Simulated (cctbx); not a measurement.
# What is wrong with this refinement?

Cell a = 12.6150 Å, b = 12.8910 Å, c = 4.0740 Å, α = 90.00°, β = 90.00°, γ = 90.00°; space group Cmmm (no. 65).

The data are simulated with cctbx, not measured: synchrotron X-rays, λ = 0.6889 Å, to d = 0.7 Å, 80 % of the full sphere, strongest reflection 20000 counts, noise from counting, a 1.5 % proportional error and a noise floor of 2 counts (s.d.); no absorption.

An anisotropic refinement with weights 1/σ² prints:

```text
Rint 0.029, 616 unique reflections to 0.70 A
cycle     R1     wR2    GooF  max shift (A)
   1  0.0416  0.0897   3.492   0.00098
   2  0.0240  0.0489   1.902   0.00000
final R1 0.0240 wR2 0.0489 GooF 1.902  parameters 35  data/parameter 17.6
atom        x        y        z      Ueq    occ   su(xyz)  su(Uiso or U11)
Sm1    0.35226  0.00000  0.50000   0.0097  1.000  0.00005  0.0003
Sm2    0.50000  0.31102  0.50000   0.0094  1.000  0.00005  0.0003
Pd1    0.12137  0.00000  0.50000   0.0033  1.000  0.00007  0.0003
Pd2    0.81743  0.89533  0.00000   0.0104  1.000  0.00005  0.0003
Pd3    0.60839  0.82109  0.00000   0.0069  1.000  0.00005  0.0003
Pd4    0.00000  0.00000  0.00000   0.0064  1.000  0.00000  0.0005
Pd5    0.25000  0.25000  0.50000   0.0063  1.000  0.00000  0.0004
B1     0.25000  0.25000  0.00000   0.0195  1.000  0.00000  0.0073
difference map: max 13.99 min -1.17 rms 0.41
Q1    0.0000  0.4398  0.0000    4   14.07  2.05 A from Pd3
Q2    0.1658  0.0000  0.0000    4    1.19  1.37 A from Pd2
Q3    0.0578  0.4260  0.1751   16    1.02  1.66 A from Pd3
Q4    0.0000  0.3733  0.1290    8    1.00  1.61 A from Pd3
Q5    0.1357  0.0769  0.0000    8    1.00  0.69 A from Pd2
Q6    0.1408  0.5000  0.5000    4    0.97  0.09 A from Sm1
```

Q: Accept it or mend it, and why?

Mend it. The fault: an atom left out, B at (1/2, 0.9401, 0). Against the right model at the same level, R1 goes from 0.0122 to 0.0240 and GooF from 0.97 to 1.90 and the top difference peak, 14.1 e/Å³, lies 2.05 Å from Pd3. Q1 is the missing atom. With scattering power missing, scale and phases suffer, so peaks may also grow on the heavy atoms.

The compound is Sm4B4Pd13. The right model at the same level gives:

```text
Rint 0.029, 616 unique reflections to 0.70 A
cycle     R1     wR2    GooF  max shift (A)
   1  0.0351  0.0777   3.034   0.01345
   2  0.0122  0.0249   0.973   0.00013
final R1 0.0122 wR2 0.0249 GooF 0.973  parameters 39  data/parameter 15.8
atom        x        y        z      Ueq    occ   su(xyz)  su(Uiso or U11)
Sm1    0.35227  0.00000  0.50000   0.0098  1.000  0.00003  0.0001
Sm2    0.50000  0.31103  0.50000   0.0095  1.000  0.00003  0.0001
Pd1    0.12138  0.00000  0.50000   0.0034  1.000  0.00003  0.0002
Pd2    0.81740  0.89532  0.00000   0.0106  1.000  0.00003  0.0001
Pd3    0.60841  0.82109  0.00000   0.0070  1.000  0.00003  0.0001
Pd4    0.00000  0.00000  0.00000   0.0067  1.000  0.00000  0.0003
Pd5    0.25000  0.25000  0.50000   0.0064  1.000  0.00000  0.0002
B1     0.25000  0.25000  0.00000   0.0185  1.000  0.00000  0.0035
B2     0.50000  0.94043  0.00000   0.0126  1.000  0.00058  0.0033
difference map: max 0.92 min -1.12 rms 0.22
Q1    0.1684  0.0000  0.0000    4    0.95  1.36 A from Pd2
Q2    0.0000  0.0000  0.5000    2    0.92  1.53 A from Pd1
Q3    0.0000  0.2936  0.3150    8    0.88  1.54 A from Sm2
Q4    0.1344  0.0783  0.0000    8    0.80  0.70 A from Pd2
Q5    0.0500  0.3323  0.5000    8    0.76  1.95 A from Sm2
Q6    0.0640  0.1821  0.5000    8    0.72  0.81 A from Sm2
```

Isotropic U is held between 0.0001 and 1 Å² by the program, and listed peak heights are interpolated, so they can pass the grid's maximum.

The model was made for the exercise: a known structure type with other elements put in, its volume estimated, not relaxed; displacement parameters are assumed.

[Middle refinement cycles are left out of these outputs.]

[Logs are printed without paths, hosts, clocks, repeated set-up lines and the standing remarks that a program may print on its own settings, such as how far it seeks lower states.]
